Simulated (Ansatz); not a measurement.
# WC (Qusongite, P-6m2): Grüneisen parameters, part 2 of 2

Does WC (Qusongite, P-6m2) expand much on heating, by its phonons?

Ansatz 0.2.0; DFT PBEsol, scalar-relativistic, plane waves, PAW.

So far, highest frequency on the path or at a solved wavevector (cm⁻¹): step 2 (phonons on a q mesh) 760.

### 4. Phonons at the other volume, volume ratio 0.97

The phonons are repeated at this volume on the same k and q meshes.

input.yaml

```yaml
crystal:
  lattice:
    - [2.8667218264, 0.0, 0.0]
    - [-1.4333609132, 2.4826539273, 0.0]
    - [0.0, 0.0, 2.8035873485]
  atoms:
    - { symbol: W, position: [0.0, 0.0, 0.0] }
    - { symbol: C, position: [0.6666666667, 0.3333333333, 0.5] }
kpoints:
  mp_grid: { grid: [15, 15, 16] }
hamiltonian:
  xc: pbesol
scf:
  occupations: { method: methfessel_paxton, width: 0.15 }
output:
  eigenvalues: true
phonons:
  method: dfpt
  qmesh: [3, 3, 4]
  temperatures: { t_max: 1000, t_step: 50 }
  qpath:
    path:
      - [[0.0, 0.0, 0.0], [0.5, 0.0, 0.0], [0.33333333, 0.33333333, 0.0], [0.0, 0.0, 0.0], [0.0, 0.0, 0.5], [0.5, 0.0, 0.5], [0.33333333, 0.33333333, 0.5], [0.0, 0.0, 0.5]]
      - [[0.5, 0.0, 0.5], [0.5, 0.0, 0.0]]
      - [[0.33333333, 0.33333333, 0.5], [0.33333333, 0.33333333, 0.0]]
    npoints: 10
```

On the command line:

```
$ ansatz run input.yaml --threads 4 --pin off --max-ram 7168MiB --backend cpu --events-out ev --progress --plain --runs-dir out
```

Numbers of over 12 decimals in the logs are rounded to 6 here.

What it wrote:

```text
[...]
Crystal: 2 atoms, lattice volume = 19.953 Å³
Basis set: ecut = 420 eV, 405 PW (Γ), exchange–correlation on 40×40×40 points (8 copies of the dense FFT grid, shifted against one another)
Bands: 13, of which v1, the nominal top of the filled ones, is band 9 counted from 1 (8 counted from 0)
Symmetry: 12 space group operations
k-points: 243 of 3600 (time reversal used)
[...]
SCF iter   1: F=—  HF=-10503.709469 eV  |F-HF|=—  |Δ(HF+E_count)|=         —  Δρ=1.27e-2  dr2=2.70e-2  ethr=1.77e-3  ⟨swp⟩=5.1  Hψ=15434  notcnv=0
[...]
SCF iter   8: F=-10503.705130 eV  HF=-10503.705130 eV  |F-HF|=1.82e-12  |Δ(HF+E_count)|=  4.91e-11  S|Δr|=    0.00e0  Δρ=7.67e-8  dr2=9.86e-13  ethr=1.00e-12  ⟨swp⟩=6.7  Hψ=14075  notcnv=0
SCF 1 converged in 8 iterations: F = -10503.705130 eV  dr2 = 9.86e-13
[...]
SCF iter   4: F=-10503.705130 eV  HF=-10503.705130 eV  |F-HF|=3.64e-12  |Δ(HF+E_count)|=  5.46e-12  S|Δr|=    0.00e0  Δρ=1.96e-8  dr2=3.61e-14  ethr=1.00e-12  ⟨swp⟩=2.0  Hψ=6310  notcnv=0
SCF 2 converged in 4 iterations: F = -10503.705130 eV  dr2 = 3.61e-14
[...]
NSCF: frozen V_eff on 243 k-points
[...]
SCF converged after 8 iterations
[...]
Free energy (F): -10503.705130 eV
[...]
Internal energy: -10503.705222 eV  (E = F + TS)
E sigma→0 (E₀):  -10503.705153 eV
Entropy (-TS):   0.000093 eV (0.046 meV/atom)
Fermi energy:    21.350132 eV
[...]
--- Band table (eV; the first three rows and the last of 243) ---
  k-point 0: bands = [... 5 lower, 16.8177, 17.8904, 17.8904, 21.4836, 24.7848, 24.7848, 27.2332, 27.2332]
  k-point 1: bands = [... 5 lower, 16.7808, 17.9358, 17.9358, 21.4648, 24.4092, 24.4092, 27.4677, 27.4677]
  k-point 2: bands = [... 5 lower, 16.6191, 18.0689, 18.0689, 21.4974, 23.6266, 23.6266, 27.7967, 27.7967]
  k-point 242: bands = [... 5 lower, 13.8026, 15.8366, 19.8163, 20.6995, 26.0291, 28.2390, 29.4109, 30.9138]
[...]
ASR residual: 4.931e-5 → 0.000e0 eV/Å²; symmetrization residual: 1.995e-6 eV/Å²
  ASR residual per site (eV/Å²): 4.93e-5 4.65e-5
  Γ frequencies (cm⁻¹): 0.00 0.00 0.00 630.05 652.72 652.72
--- Phonons (arbitrary-q DFPT): 9 irreducible q on the 3×3×4 mesh ---
[...]
interpolated dispersion: 93 rows × 6 modes
[...]
```

It took 11 min on 4 threads of Arm Neoverse N1, shared host; peak memory 1.5 GiB; 25 min of CPU time.

This step gave:

```yaml
sum_rule_residual_before_enforcement: 4.93e-5 eV/Å²
highest_frequency_on_the_path_or_at_a_solved_wavevector: 796.8 cm⁻¹
mean_frequency: 447.9 cm⁻¹
debye_temperature_second_moment: 942 K
logarithmic_mean_frequency: 377 cm⁻¹
highest_optical_mode_at_the_zone_centre_no_lo_to_term: 652.7 cm⁻¹
lowest_optical_zone_centre_mode: 630.0 cm⁻¹
lowest_mode_on_the_q_mesh_acoustic_modes_at_gamma_apart: 129.5 cm⁻¹
zero_point_energy_per_atom: 83.3 meV
heat_capacity_at_300_k: 16.89 J/(mol atoms K)
vibrational_entropy_at_300_k: 15.12 J/(mol atoms K)
edges_of_the_widest_gap_between_branches_on_path_and_mesh: 301.3, 579.3 cm⁻¹
```

Frequencies (cm⁻¹) solved at each irreducible wavevector; negative means imaginary. Frequencies by wavevector, by row:

```tsv
q in reciprocal lattice units	star	mode 1	mode 2	mode 3	mode 4	mode 5	mode 6
0 0 0	1	0	0	0	630	652.7	652.7
0 0 0.25	2	129.5	129.5	218.2	612.8	612.8	749.2
0 0 -0.5	1	186.4	186.4	301.3	579.3	579.3	796.8
0 0.3333 0	6	154.3	173.4	251.5	640.1	674.3	717.2
0 0.3333 0.25	12	187.8	213.4	254.9	639.4	670.1	735.4
0 0.3333 -0.5	6	216	232.9	267.3	645.4	676.3	750.9
0.3333 0.3333 0	2	210.3	232.2	255.5	645	692.5	707.6
0.3333 0.3333 0.25	4	233.6	236.2	241.5	685.2	687.9	697.2
0.3333 0.3333 -0.5	2	229.1	232.8	255.2	692.7	703.6	717.3
```

The highest optical mode at the zone centre (no LO-TO term) is 652.7 cm⁻¹, +30.6 cm⁻¹ against the base run.

### 5. Relaxing at another volume, volume ratio 1.03

The volume is scaled by 1.03 and held, while shape and atoms relax as far as symmetry allows. The modes can then be followed against volume.

input.yaml, the sections that differ from step 4:

```yaml
crystal:
  lattice:
    - [2.9271898564, 0.0, 0.0]
    - [-1.4635949282, 2.5350207774, 0.0]
    - [0.0, 0.0, 2.855281326]
  atoms:
    - { symbol: W, position: [0.0, 0.0, 0.0] }
    - { symbol: C, position: [0.6666666667, 0.3333333333, 0.5] }
output:
  forces: true
  stress: true
  eigenvalues: true
  write_density: true
  write_potential: true
  elf: true
  volumetric_format: npy
relax:
  adjacent_minimum: "off"
  f_tol: 0.001
  max_steps: 60
  cell: { stress_tol: 0.01, fix: [volume] }
# kpoints, hamiltonian, scf: as in step 4
# phonons: removed
```

What it wrote:

```text
[...]
Crystal: 2 atoms, lattice volume = 21.188 Å³
Basis set: ecut = 420 eV, 405 PW (Γ), exchange–correlation on 40×40×40 points (8 copies of the dense FFT grid, shifted against one another)
Bands: 13, of which v1, the nominal top of the filled ones, is band 9 counted from 1 (8 counted from 0)
Symmetry: 12 space group operations
[...]
k-points: 243 of 3600 (time reversal used)
[...]
k-point 242: bands = [... 5 lower, 12.8833, 14.6275, 18.3622, 19.3170, 24.2305, 26.1283, 27.3518, 28.8295]
--- Relaxed structure (4 steps of the walk, 3 accepted, 2 SCFs on fresh bases) ---
[...]
cell:  # Å, volume = 21.1876 Å³
    - [2.929743, 0, 0]
    - [-1.464872, 2.537232, 0]
    - [0, 0, 2.850307]
  atoms:
    - { symbol: W, position: [-3.700743415524894e-17, 0, 0] }
    - { symbol: C, position: [0.666667, 0.333333, 0.5] }
[key lines of the parts left out:]
SCF converged after 4 iterations
Free energy (F): -10503.707606 eV
Fermi energy:    19.921371 eV
P = ⅓ Tr σ = -11.2814 GPa (-112.814 kbar)
```

Run time: 36 s. Hardware: 4 threads; peak memory 0.41 GiB.

Step by step:

```tsv
step	energy less that of the first step (eV)	largest force component (eV/Å)	pressure (GPa)	volume (Å³)
1	0.0000	0.0000	-11.39	21.19
2	0.0008	0.0000	-11.03	21.19
3	-0.0002	0.0000	-11.28	21.19
4*	-0.0002	0.0000	-11.28	21.19
5	-0.0002	0.0000	-11.28	21.19
6*	-0.0002	0.0000	-11.28	21.19
```

Relaxation steps marked * repeat the geometry before them on a plane-wave basis chosen anew for their cell, so energy and pressure can jump there. Relaxation step 2 was tried and not accepted.

Forces are held to the 12 operations that the run works with; a distortion that breaks them can't arise in this run.

```tsv
conventional cell, symmetrised	before	after	change
a (Å)	2.927	2.930	+0.1 %
b (Å)	2.927	2.930	+0.1 %
c (Å)	2.855	2.850	-0.2 %
volume (Å³/atom)	10.59	10.59	+0.0 %
```

The relaxed structure:

```xyz
2
Lattice="2.9297 0.0000 0.0000 -1.4649 2.5372 0.0000 0.0000 0.0000 2.8503" Properties=species:S:1:pos:R:3 pbc="T T T"
W     0.0000    0.0000    0.0000
C     1.4649    0.8457    1.4252
```

Numbers from this step:

| Property | Result |
| --- | --- |
| pressure | -11.28 GPa |
| volume per atom | 10.59 Å³ |

### 6. Phonons at the other volume, volume ratio 1.03

The phonons are repeated at this volume on the same k and q meshes.

input.yaml

```yaml
crystal:
  lattice:
    - [2.9297431567, 0.0, 0.0]
    - [-1.4648715783, 2.5372320002, 0.0]
    - [0.0, 0.0, 2.8503066827]
  atoms:
    - { symbol: W, position: [0.0, 0.0, 0.0] }
    - { symbol: C, position: [0.6666666667, 0.3333333333, 0.5] }
kpoints:
  mp_grid: { grid: [15, 15, 16] }
hamiltonian:
  xc: pbesol
scf:
  occupations: { method: methfessel_paxton, width: 0.15 }
output:
  eigenvalues: true
phonons:
  method: dfpt
  qmesh: [3, 3, 4]
  temperatures: { t_max: 1000, t_step: 50 }
  qpath:
    path:
      - [[0.0, 0.0, 0.0], [0.5, 0.0, 0.0], [0.33333333, 0.33333333, 0.0], [0.0, 0.0, 0.0], [0.0, 0.0, 0.5], [0.5, 0.0, 0.5], [0.33333333, 0.33333333, 0.5], [0.0, 0.0, 0.5]]
      - [[0.5, 0.0, 0.5], [0.5, 0.0, 0.0]]
      - [[0.33333333, 0.33333333, 0.5], [0.33333333, 0.33333333, 0.0]]
    npoints: 10
```

What it wrote:

```text
[...]
Crystal: 2 atoms, lattice volume = 21.188 Å³
Basis set: ecut = 420 eV, 405 PW (Γ), exchange–correlation on 40×40×40 points (8 copies of the dense FFT grid, shifted against one another)
Bands: 13, of which v1, the nominal top of the filled ones, is band 9 counted from 1 (8 counted from 0)
Symmetry: 12 space group operations
k-points: 243 of 3600 (time reversal used)
[...]
k-point 242: bands = [... 5 lower, 12.8833, 14.6275, 18.3622, 19.3170, 24.2305, 26.1283, 27.3518, 28.8295]
[...]
ASR residual: 2.213e-5 → 0.000e0 eV/Å²; symmetrization residual: 2.102e-6 eV/Å²
  ASR residual per site (eV/Å²): 1.32e-5 2.21e-5
  Γ frequencies (cm⁻¹): 0.00 0.00 0.00 551.69 591.90 591.90
--- Phonons (arbitrary-q DFPT): 9 irreducible q on the 3×3×4 mesh ---
[...]
interpolated dispersion: 93 rows × 6 modes
[...]
[key lines of the parts left out:]
SCF converged after 8 iterations
Free energy (F): -10503.707606 eV
Fermi energy:    19.921371 eV
```

Elapsed: 9.6 min, on 4 threads; peak memory 1.5 GiB.

Numbers from this step:

- sum-rule residual before enforcement: 2.21e-5 eV/Å²
- highest frequency on the path or at a solved wavevector: 724.0 cm⁻¹
- mean frequency: 407.4 cm⁻¹
- Debye temperature (second moment): 855 K
- logarithmic mean frequency: 344 cm⁻¹
- highest optical mode at the zone centre (no LO-TO term): 591.9 cm⁻¹
- lowest optical zone-centre mode: 551.7 cm⁻¹
- lowest mode on the q mesh (acoustic modes at Γ apart): 119.6 cm⁻¹
- zero-point energy per atom: 75.75 meV
- heat capacity at 300 K: 17.85 J/(mol atoms K)
- vibrational entropy at 300 K: 16.68 J/(mol atoms K)
- edges of the widest gap between branches, on path and mesh: 275.6, 521.3 cm⁻¹

The highest optical mode at the zone centre (no LO-TO term) is 591.9 cm⁻¹, -30.2 cm⁻¹ against the base run.

### 7. Grüneisen parameters

The Grüneisen parameter of a mode is minus the logarithmic change of its frequency with volume, −d ln ω / d ln V; weighted by heat capacity it gives the expansion.

This step gave:

| Item | Value |
| --- | --- |
| bulk modulus | 408 GPa |

The phonon branches at the labelled points (cm⁻¹):

```tsv
point	branch 1	branch 2	branch 3	branch 4	branch 5	branch 6
Γ	0	0	0	590	622	622
halfway	124	136	200	617	621	668
M	170	190	269	600	649	706
halfway	192	195	260	607	652	693
K	200	222	243	615	654	679
halfway	145	152	215	618	628	673
Γ	0	0	0	590	622	622
halfway	124	124	210	583	583	711
A	179	179	288	550	550	760
halfway	200	210	267	593	615	733
L	211	233	250	638	677	691
halfway	213	228	249	650	679	682
H	219	220	247	662	666	687
halfway	205	214	262	607	630	723
A	179	179	288	550	550	760
jump to L	211	233	250	638	677	691
halfway	192	224	252	617	636	714
M	170	190	269	600	649	706
jump to H	219	220	247	662	666	687
halfway	222	227	231	655	658	660
K	200	222	243	615	654	679
```

The same for volume x 0.97:

```tsv
point	branch 1	branch 2	branch 3	branch 4	branch 5	branch 6
Γ	0	0	0	630	653	653
M	176	200	284	630	688	735
K	210	232	256	645	692	708
Γ	0	0	0	630	653	653
A	186	186	301	579	579	797
L	221	244	259	668	707	728
H	229	233	255	693	704	717
A	186	186	301	579	579	797
L	221	244	259	668	707	728
M	176	200	284	630	688	735
H	229	233	255	693	704	717
K	210	232	256	645	692	708
```

The same for volume x 1.03:

```tsv
point	branch 1	branch 2	branch 3	branch 4	branch 5	branch 6
Γ	0	0	0	552	592	592
M	165	182	256	571	612	678
K	191	213	232	586	617	651
Γ	0	0	0	552	592	592
A	171	171	276	521	521	724
L	201	222	242	609	648	656
H	207	210	239	631	633	658
A	171	171	276	521	521	724
L	201	222	242	609	648	656
M	165	182	256	571	612	678
H	207	210	239	631	633	658
K	191	213	232	586	617	651
```

The first set of phonon branches as a text plot (rows in cm⁻¹):

```
    780 |
    747 |                      *******           ****
    714 |     ***                     **        *     *****
    681 |   **   *******      *        *********     *     *** **
    647 | ** ********** ***  *        * ********     ************
    614 |*********************       ***        **    *****    **
    581 |**                *  **    **           ***
    548 |                       ****               **
    515 |
    481 |
    448 |
    415 |
    382 |
    349 |
    315 |
    282 |      **               ******           ****    **
    249 |    **  ******        *      ***********    ****  ******
    216 |   *     **** *            **************   ****  ******
    183 |  * ****** *** *     * *****            ****  ****
    149 |   ***        * *   * *
    116 |  **           ***   *
     83 | *              **  *
     50 |**               * *
     17 |*                 **
         Γ     M   K       Γ     A      L   H      A|L   M|H    K
```

Mode Grueneisen parameter -dln(w)/dln(V), modes matched by rank; at Γ the acoustic branches take the value of a neighbouring point of the path. The mode Grüneisen parameters at the labelled points ():

```tsv
point	branch 1	branch 2	branch 3	branch 4	branch 5	branch 6
Γ	1.18	1.31	1.53	2.21	1.63	1.63
halfway	1.15	1.43	1.65	1.71	1.94	1.45
M	1.07	1.55	1.71	1.64	1.93	1.33
halfway	1.28	1.59	1.68	1.61	1.92	1.36
K	1.62	1.46	1.61	1.59	1.91	1.40
halfway	1.24	1.46	1.65	1.59	2.02	1.43
Γ	1.12	1.28	1.55	2.21	1.63	1.63
halfway	1.33	1.33	1.33	1.65	1.65	1.74
A	1.42	1.42	1.49	1.76	1.76	1.60
halfway	1.42	1.50	1.30	1.63	1.58	1.64
L	1.53	1.59	1.16	1.54	1.45	1.74
halfway	1.63	1.63	1.13	1.52	1.67	1.56
H	1.71	1.69	1.09	1.56	1.76	1.44
halfway	1.50	1.49	1.25	1.60	1.55	1.66
A	1.42	1.42	1.49	1.76	1.76	1.60
jump to L	1.53	1.59	1.16	1.54	1.45	1.74
halfway	1.34	1.25	1.68	1.58	1.76	1.49
M	1.07	1.55	1.71	1.64	1.93	1.33
jump to H	1.71	1.69	1.09	1.56	1.76	1.44
halfway	1.72	1.28	1.50	1.55	1.55	1.72
K	1.62	1.46	1.61	1.59	1.91	1.40
```

The mode Grüneisen parameters as a text plot (rows in , shown from 1.1 to 2.2 only):

```
   2.15 |                 * *
   2.10 |                *
   2.06 |  *
   2.01 |              *
   1.97 |    **       *      *
   1.92 |   *  *******                                    *     *
   1.88 |               *                                *  *  *
   1.83 |                     *                             *
   1.79 |               *                  ***          *  * *
   1.74 |                       ****    **     *    *      *
   1.70 |   ******             *   *  **  ****    **   ****   *
   1.65 |  **     *  ***      *     **     **** ***  ***   *
   1.61 |*** *****************  ******  ***   *******   ***   ***
   1.56 | *     **        **         *** *     **    ***   *   **
   1.52 |* *  **      *  *           ************    * *  * ****
   1.47 |    *         **        ** * **       ***  * * **  **  *
   1.43 |   *      **  **       ******  ** ***   ****      **  *
   1.38 |  * *    *****        *                  *    * *      *
   1.34 |     ****       **         *                 *   *   *
   1.29 |**                *  *      *           *      *
   1.25 |              *     **                 *       *
   1.20 |        *      **            *                *     *
   1.16 |****             * *          ***     *     *      *
   1.11 |    ** *          *              *****          ***
         Γ     M   K       Γ     A      L   H      A|L   M|H    K
```

(dS/dlnV)/C_V. Table of thermodynamic Grueneisen parameter by temperature:

```tsv
temperature (K)	thermodynamic Grueneisen parameter
50	1.34
100	1.41
150	1.44
200	1.46
250	1.48
300	1.49
350	1.50
400	1.50
450	1.51
500	1.51
550	1.51
600	1.51
650	1.52
700	1.52
750	1.52
800	1.52
850	1.52
900	1.52
950	1.52
1000	1.52
```

Gamma C_V/(B V) at the static volume. The volume expansion by temperature:

```tsv
temperature (K)	volume expansion (1e-6/K)
50	0.82
100	3.6
150	5.72
200	7.52
250	9.04
300	10.2
350	11.2
400	11.9
450	12.4
500	12.9
550	13.2
600	13.4
650	13.7
700	13.8
750	14.0
800	14.1
850	14.2
900	14.3
950	14.4
1000	14.4
```

### 8. Summary of results

```
bulk modulus                               : 408 GPa
thermodynamic Grüneisen parameter at 300 K : 1.491
volume expansion at 300 K, estimated       : 10.25 × 10⁻⁶ K⁻¹
```

In words: By this estimate the volume grows by 10.2 × 10⁻⁶ per kelvin at 300 K. The highest optical mode at Γ goes from 653 to 592 cm⁻¹ as the cell grows, a Grüneisen parameter of 1.63. Mode parameters on the path run from 1.1 to 2.2, with a median of 1.6. Branches are matched by rank, so values near crossings are rough. The expansion is the Grüneisen estimate at the static volume, with the static bulk modulus. The q mesh stands for a supercell only 8.7 Å across, so branches between the solved wavevectors are rough. With no gap, or one that is small against the smearing, the frequencies hang on the k mesh and the smearing, most of all near Kohn anomalies. Spin-orbit coupling is left out, which can matter for the heavy elements here.

[Logs are printed without paths, hosts, clocks, repeated set-up lines and the standing remarks that a program may print on its own settings, such as how far it seeks lower states.]

[Hosts, paths, dates, database ids (printed as entryN), source tags and the programs' standing remarks are cut or masked in the printed files.]
